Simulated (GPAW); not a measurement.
# A Ti chain with an Al atom on top of one atom: relaxation, then transmission at several levels, part 2 of 3

How well does a Ti chain with an Al atom on top of one atom conduct once its atoms have relaxed, and how much do cheaper levels lose?

GPAW 26.7.0; GPAW LCAO, PAW setups; relaxation of the junction within the symmetry of its start, lead ends held (the session's first sound run).

So far, transmission at the Fermi level (one spin): step 3 (double-zeta polarised basis) 1.25; step 4 (basis szp(dzp)) 1.39.

## (5) Minimal basis

One function for each valence shell of the setup, as for a first survey of a large system.

run.py

```python
import json
import numpy as np
from ase import Atoms
from ase.transport.calculators import TransportCalculator
from gpaw import GPAW, FermiDirac
from gpaw.lcao.tools import get_lcao_hamiltonian
from scipy.linalg import eigh

# The junction with lead layers at both ends, along the third cell vector
device = Atoms(
    ['Ti', 'Ti', 'Ti', 'Ti', 'Ti', 'Ti', 'Ti', 'Ti', 'Ti', 'Al', 'Ti', 'Ti', 'Ti', 'Ti', 'Ti', 'Ti', 'Ti', 'Ti'],
    positions=[
        [4.50000, 4.50000, 1.15000],
        [4.50000, 4.50000, 3.45000],
        [4.50000, 4.50000, 5.75000],
        [4.50000, 4.50000, 8.05000],
        [4.50000, 4.50000, 10.35000],
        [4.50000, 4.50000, 12.65000],
        [4.50000, 4.50000, 14.95000],
        [5.56598, 4.50000, 17.39616],
        [4.50797, 4.50000, 19.55000],
        [7.10962, 4.50000, 19.55000],
        [5.56598, 4.50000, 21.70384],
        [4.50000, 4.50000, 24.15000],
        [4.50000, 4.50000, 26.45000],
        [4.50000, 4.50000, 28.75000],
        [4.50000, 4.50000, 31.05000],
        [4.50000, 4.50000, 33.35000],
        [4.50000, 4.50000, 35.65000],
        [4.50000, 4.50000, 37.95000]],
    cell=[[9.0, 0.0, 0.0], [0.0, 9.0, 0.0], [0.0, 0.0, 39.1]],
    pbc=True)

# One principal layer of the lead: the first 5 atoms of the device
lead = Atoms(
    ['Ti', 'Ti', 'Ti', 'Ti', 'Ti'],
    positions=[
        [4.50000, 4.50000, 1.15000],
        [4.50000, 4.50000, 3.45000],
        [4.50000, 4.50000, 5.75000],
        [4.50000, 4.50000, 8.05000],
        [4.50000, 4.50000, 10.35000]],
    cell=[[9.0, 0.0, 0.0], [0.0, 9.0, 0.0], [0.0, 0.0, 11.5]],
    pbc=True)

settings = dict(mode='lcao', basis='sz(dzp)', xc='PBE', h=0.2,
                occupations=FermiDirac(0.1), maxiter=250,
                mixer=dict(beta=0.1, nmaxold=8, weight=100.0),
                convergence=dict(density=0.0001))
energies = np.arange(-2, 2 + 1e-9, 0.025)
eta = 0.0001
n1, n2 = 1, 1
# k and -k transmit alike, so half of the mesh across the current serves
mesh = [(i, j) for i in range(n1) for j in range(n2) if (i, j) <= (-i % n1, -j % n2)]
weights = np.array([1 if (i, j) == (-i % n1, -j % n2) else 2 for i, j in mesh]) / (n1 * n2)


def ground_state(atoms, size, txt):
    atoms.calc = GPAW(kpts={'size': size, 'gamma': True}, symmetry={'tolerance': 1e-3}, txt=txt, **settings)
    atoms.get_potential_energy()
    return atoms.calc.get_fermi_level()


def blocks(atoms, fermi, points, nz, cells):
    """H - E_F S and S between cell 0 and the cells above it, at each point across the current."""
    kz = np.arange(nz) / nz
    calc = atoms.calc.fixed_density(kpts=[(*k, z) for k in points for z in kz], symmetry='off', txt=None)
    H, S = get_lcao_hamiltonian(calc)
    H = (H - fermi * S).reshape(len(H), len(points), nz, *S.shape[1:])
    S = S.reshape(H.shape[1:])
    phases = [np.exp(-2j * np.pi * kz * R) / nz for R in cells]
    return [(np.einsum('skzij,z->ksij', H, p), np.einsum('kzij,z->kij', S, p)) for p in phases]


def pair(a, b):
    return np.block([[a, b], [b.T.conj(), a]])


def count_channels(h, s, cells, nk=240):
    """Half the number of times that the lead's bands cross each energy, unfolded to its shortest repeat."""
    b = len(h) // cells
    bands = []
    for k in (np.arange(nk + 1) + 0.5) / nk:
        hk, sk = h[:b, :b].copy(), s[:b, :b].copy()
        for R in range(1, cells):
            phase, block = np.exp(2j * np.pi * k * R), slice(R * b, (R + 1) * b)
            hk += h[:b, block] * phase + (h[:b, block] * phase).T.conj()
            sk += s[:b, block] * phase + (s[:b, block] * phase).T.conj()
        w, u = eigh(sk)
        x = u[:, w > 1e-5] / w[w > 1e-5]**0.5  # drop near-dependent combinations
        bands.append(np.r_[eigh(x.T.conj() @ hk @ x, eigvals_only=True), [1e9] * (w <= 1e-5).sum()])
    below = np.array(bands)[:, :, None] < energies
    return (below[1:] != below[:-1]).sum((0, 1)) / 2


fermi_lead = ground_state(lead, (1, 1, 10), 'lead.txt')
fermi_device = ground_state(device, (1, 1, 2), 'device.txt')
T, channels, eigen, tail, misfit, shifts = [], [], [], 0.0, 0.0, []
for first in range(0, len(mesh), 342):
    points = [(i / n1, j / n2) for i, j in mesh[first:first + 342]]
    (H0k, S0k), (H1k, S1k), (H2k, _) = blocks(lead, fermi_lead, points, 5, range(3))
    [(Hk, Sk)] = blocks(device, fermi_device, points, 2, [0])
    tail = max(tail, abs(H2k).max())
    for H0, S0, H1, S1, H, S in zip(H0k, S0k, H1k, S1k, Hk, Sk):
        n = len(S0)
        # Shift the lead onto the potential of the device's first layer
        shift = ((H[:, 0, 0] - H0[:, 0, 0]) / S0[0, 0]).real.mean()
        shifts.append(shift)
        misfit = max(misfit, abs(H[:, :n, :n] - H0 - shift * S0).max())
        Tk, Ck, Ek = [], [], []
        for s in range(len(H)):
            t = s % len(H0)  # a lead without moments serves both spins
            h1, s1 = pair(H0[t] + shift * S0, H1[t] + shift * S1), pair(S0, S1)
            leads = dict(h1=h1, s1=s1, energies=energies, eta=eta, eta1=eta, eta2=eta)
            calc = TransportCalculator(h=H[s], s=S, eigenchannels=3, **leads)
            Tk.append(calc.get_transmission())
            Ek.append(np.sort(calc.eigenchannels_ne, axis=0)[::-1])
            Ck.append(count_channels(h1, s1, 10))
        T.append(Tk)
        channels.append(Ck)
        eigen.append(Ek)
T, channels = np.array(T), np.array(channels)
mean, open_channels = np.einsum('kse,k->se', T, weights), np.einsum('kse,k->se', channels, weights)

print(f'basis functions: device {len(S)}, principal layer {n}')
print(f'Fermi level: lead {fermi_lead:.4f} eV, device {fermi_device:.4f} eV; lead shifted by {np.mean(shifts):.4f} eV')
print(f'largest coupling past the next layer {tail:.2e} eV, largest misfit of the first layer {misfit:.3f} eV')
print('  E-E_F (eV)   ' + 'T (one spin)  channels')
for e, t, c in zip(energies, mean.T, open_channels.T):
    print(f'{e:10.3f}  ', *[f'{x:11.4e}' for x in t], *[f'{x:9.4f}' for x in c])

kT = 8.617333e-5 * 300
fine = np.linspace(energies[0], energies[-1], 4001)
both = np.exp(np.interp(fine, energies, np.log(np.maximum(mean.sum(0) * 2 / len(mean), 1e-30))))
fermi = lambda mu: 1 / (1 + np.exp(np.clip((fine - mu) / kT, -200, 200)))
slope = fermi(0) * (1 - fermi(0)) / kT
G = np.trapezoid(both * slope, fine) / 2
seebeck = -np.trapezoid(both * slope * fine, fine) / (2 * G * 300) * 1e6
print(f'conductance at 300 K: {G:.5g} G0 a cell; thermopower {seebeck:.4g} uV/K')
bias = [0.1, 0.2, 0.5, 1.0, 1.5, 2.0]
current = [38.74 * np.trapezoid(both * (fermi(V / 2) - fermi(-V / 2)), fine) for V in bias]
for V, I in zip(bias, current):
    print(f'current from the zero-bias T(E) at {V} V: {I:.5g} uA')
zero = abs(energies).argmin()
json.dump(dict(energies=energies.tolist(), T=mean.tolist(), channels=open_channels.tolist(), G=G, seebeck=seebeck,
               bias=bias, current=current, tail=tail, misfit=misfit, shift=np.mean(shifts), n_device=len(S), n_lead=n,
               fermi=[fermi_lead, fermi_device], energy=device.get_potential_energy(),
               moments=device.get_magnetic_moments().tolist(), mesh=mesh, weights=weights.tolist(),
               T_k=T[:, :, zero].tolist(), eigen=np.array(eigen[0]).tolist()), open('result.json', 'w'))
```

On the command line:

```sh
> OMP_NUM_THREADS=1 OPENBLAS_NUM_THREADS=1 python run.py
```

The job ended after 98 s (1 thread of Arm Neoverse V2, shared host; peak memory 1.4 GiB).

This step gave:

- conductance: 1.467 G₀
- largest coupling past the next principal layer: 2.15e-7 eV
- largest misfit of the first principal layer: 0.02777 eV
- shift that aligns the lead: -0.004149 eV
- basis functions of the junction: 225
- basis functions of a principal layer: 65
- transmission at the Fermi level (one spin): 1.513
- open channels of the lead at the Fermi level (one spin): 4

One spin. Table of transmission, zone mean by energy, zero at the Fermi level:

energy (eV), transmission, zone mean and a bar:
```
   -2.000       0.34 ####
   -1.900       0.29 ###
   -1.800       0.22 ###
   -1.700       0.13 ##
   -1.600       0.05 #
   -1.500       0.01 
   -1.400       0.01 
   -1.300       0.08 #
   -1.200       0.22 ###
   -1.100       0.36 ####
   -1.000       0.49 ######
   -0.900       0.75 #########
   -0.800       1.02 ############
   -0.725       1.96 ########################
   -0.700       1.73 #####################
   -0.600       1.56 ###################
   -0.500       1.96 ########################
   -0.400       2.05 #########################
   -0.350       2.46 ##############################
   -0.300       1.20 ###############
   -0.200       1.18 ##############
   -0.100       1.32 ################
    0.000       1.51 ##################
    0.025       1.54 ###################
    0.100       1.19 ###############
    0.200       1.71 #####################
    0.300       1.88 #######################
    0.400       2.05 #########################
    0.500       2.22 ###########################
    0.600       2.32 ############################
    0.700       2.11 ##########################
    0.800       1.99 ########################
    0.900       1.64 ####################
    1.000       1.34 ################
    1.100       0.62 #######
    1.200       0.43 #####
    1.300       0.41 #####
    1.400       0.30 ####
    1.500       0.34 ####
    1.600       0.39 #####
    1.700       0.89 ###########
    1.800       0.54 #######
    1.900       0.46 ######
    2.000       0.53 ######
```

The conductance, 1.47 G₀, lies 19 % above that of the dzp run.

## (6) LDA in the dzp basis: xc = "LDA"

Back in the dzp basis, the functional changes from PBE to LDA, to set the spread between functionals beside that between bases.

run.py: that of step 5 with these lines changed.

```diff
@@ -45,3 +45,3 @@
 
-settings = dict(mode='lcao', basis='sz(dzp)', xc='PBE', h=0.2,
+settings = dict(mode='lcao', basis='dzp', xc='LDA', h=0.2,
                 occupations=FermiDirac(0.1), maxiter=250,
```

It took 4.2 min on 1 thread; peak memory 1.5 GiB.

Numbers from this step:

- conductance: 1.157 G₀
- largest coupling past the next principal layer: 2.50e-7 eV
- largest misfit of the first principal layer: 0.05680 eV
- shift that aligns the lead: 0.001900 eV
- basis functions of the junction: 506
- basis functions of a principal layer: 145
- transmission at the Fermi level (one spin): 0.9151

The conductance, 1.16 G₀, lies 5.9 % below that of the dzp run.

## (7) Without the relaxation: geometry = "as built"

The dzp basis with PBE on the structure as first built shows what the relaxation was worth.

run.py: that of step 6 with these lines changed.

```diff
@@ -19,6 +19,6 @@
         [4.50000, 4.50000, 14.95000],
-        [5.56598, 4.50000, 17.39616],
-        [4.50797, 4.50000, 19.55000],
-        [7.10962, 4.50000, 19.55000],
-        [5.56598, 4.50000, 21.70384],
+        [4.50000, 4.50000, 17.25000],
+        [4.50000, 4.50000, 19.55000],
+        [6.74370, 4.50000, 19.55000],
+        [4.50000, 4.50000, 21.85000],
         [4.50000, 4.50000, 24.15000],
@@ -45,3 +45,3 @@
 
-settings = dict(mode='lcao', basis='dzp', xc='LDA', h=0.2,
+settings = dict(mode='lcao', basis='dzp', xc='PBE', h=0.2,
                 occupations=FermiDirac(0.1), maxiter=250,
```

Run time: 4.7 min. Hardware: 1 thread; peak memory 1.5 GiB.

Numbers from this step:

```yaml
conductance: 3.370 G₀
largest_coupling_past_the_next_principal_layer: 1.94e-7 eV
largest_misfit_of_the_first_principal_layer: 0.01443 eV
shift_that_aligns_the_lead: 4.58e-4 eV
transmission_at_the_fermi_level_one_spin: 3.360
```

The conductance, 3.37 G₀, lies 174 % above that of the dzp run.

## (8) The ladder

Times are for 1 thread of Arm Neoverse V2, shared host. Results by setting:

```
no.      run  conductance (G₀)     time  memory (GiB)
  1      dzp             1.230  4.3 min           1.5
  2      szp             1.316  2.3 min           1.4
  3       sz             1.467     98 s           1.4
  4  dzp LDA             1.157  4.2 min           1.5
  5  asbuilt             3.370  4.7 min           1.5
```

## (9) Comparison

The curves are compared point by point over the common energies.

This step: comparison of transmission and cost over codes, levels and geometry (GPAW 26.7.0).

Ladder, by row:

```
   step  code  T at the Fermi level (sum over the listed spins)  conductance (G0)  r.m.s. T(E) from the first  wall time (s)  peak memory (GiB)  threads
    dzp  GPAW                                             1.245              1.23                           0          260.1                1.5        1
    szp  GPAW                                             1.393             1.316                      0.2455          135.4               1.43        1
     sz  GPAW                                             1.513             1.467                      0.3443          98.42               1.35        1
dzp-LDA  GPAW                                            0.9151             1.157                       0.156            250                1.5        1
asbuilt  GPAW                                              3.36              3.37                       1.516          279.1               1.51        1
```

The transmission, zone mean, sum over the listed spins by energy, zero at the Fermi level:

```
energy (eV)     dzp     szp       sz  dzp-LDA  asbuilt
     -2.000   0.359   0.343    0.342    0.362    0.195
     -1.900   0.370   0.315    0.291    0.379    0.218
     -1.800   0.344   0.252    0.216    0.360    0.229
     -1.700   0.283   0.168    0.130    0.302    0.212
     -1.600   0.193  0.0830   0.0517    0.210    0.119
     -1.500  0.0960  0.0202  0.00555    0.106    0.169
     -1.400  0.0234  2.4e-4  0.00727   0.0248    0.950
     -1.300  0.0246  0.0646   0.0818   0.0155     1.37
     -1.200   0.104   0.207    0.223    0.107     1.84
     -1.100   0.248   0.429    0.361    0.282     2.08
     -1.000   0.576   0.579    0.494    0.562     2.46
     -0.900   0.698   0.742    0.748    0.732     2.38
     -0.800   0.923   0.953     1.02    0.906     2.45
     -0.700    1.83    2.03     1.73     1.30     2.52
     -0.675    2.10    2.05     1.53     1.57     2.54
     -0.625    1.90    1.73     1.49     2.24     2.58
     -0.600    1.84    1.72     1.56     2.19     2.60
     -0.500    2.01    1.94     1.96     2.05     2.68
     -0.400    1.92    1.78     2.05     1.87     2.69
     -0.375    2.16    1.66     2.02     1.78     2.63
     -0.350    1.63    1.64     2.46     1.76     2.49
     -0.300    1.12    1.31     1.20     1.55     2.12
     -0.200    1.15    1.17     1.18     1.18     3.18
     -0.100    1.29    1.33     1.32     1.33     3.32
     -0.025    1.40    1.44     1.46     1.20     3.36
      0.000    1.25    1.39     1.51    0.915     3.36
      0.100    1.60    1.36     1.19     1.64     3.62
      0.200    1.96    1.84     1.71     1.97     3.94
      0.300    2.19    2.06     1.88     2.17     4.04
      0.400    2.41    2.27     2.05     2.40     3.99
      0.500    2.90    2.65     2.22     2.87     3.87
      0.525    3.01    2.75     2.01     3.00     3.84
      0.550    3.02    2.72     2.28     3.04     3.80
      0.600    2.89    2.57     2.32     2.93     3.71
      0.650    2.82    2.53     2.23     2.84     3.61
      0.700    2.77    2.23     2.11     2.78     3.49
      0.800    2.68    2.22     1.99     2.71     3.24
      0.900    2.51    2.09     1.64     2.26     2.51
      1.000    1.25    1.08     1.34     1.28     2.71
      1.100   0.698   0.616    0.617    0.705     3.27
      1.200   0.526   0.491    0.428    0.529     3.53
      1.300   0.500   0.735    0.415    0.487     3.45
      1.400    1.27   0.327    0.305     1.35     3.09
      1.500   0.412   0.536    0.342    0.483     2.18
      1.600   0.795   0.746    0.386     1.04    0.984
      1.700   0.926    1.04    0.890    0.459     1.77
      1.800   0.313   0.401    0.544    0.232     1.87
      1.900   0.423   0.736    0.463     1.16     1.90
      2.000   0.808   0.343    0.529    0.868     1.92
```

[end of part 2 of 3]

[Logs are printed without paths, hosts, clocks, repeated set-up lines and the standing remarks that a program may print on its own settings, such as how far it seeks lower states.]

[Hosts, paths, dates, database ids (printed as entryN), source tags and the programs' standing remarks are cut or masked in the printed files.]
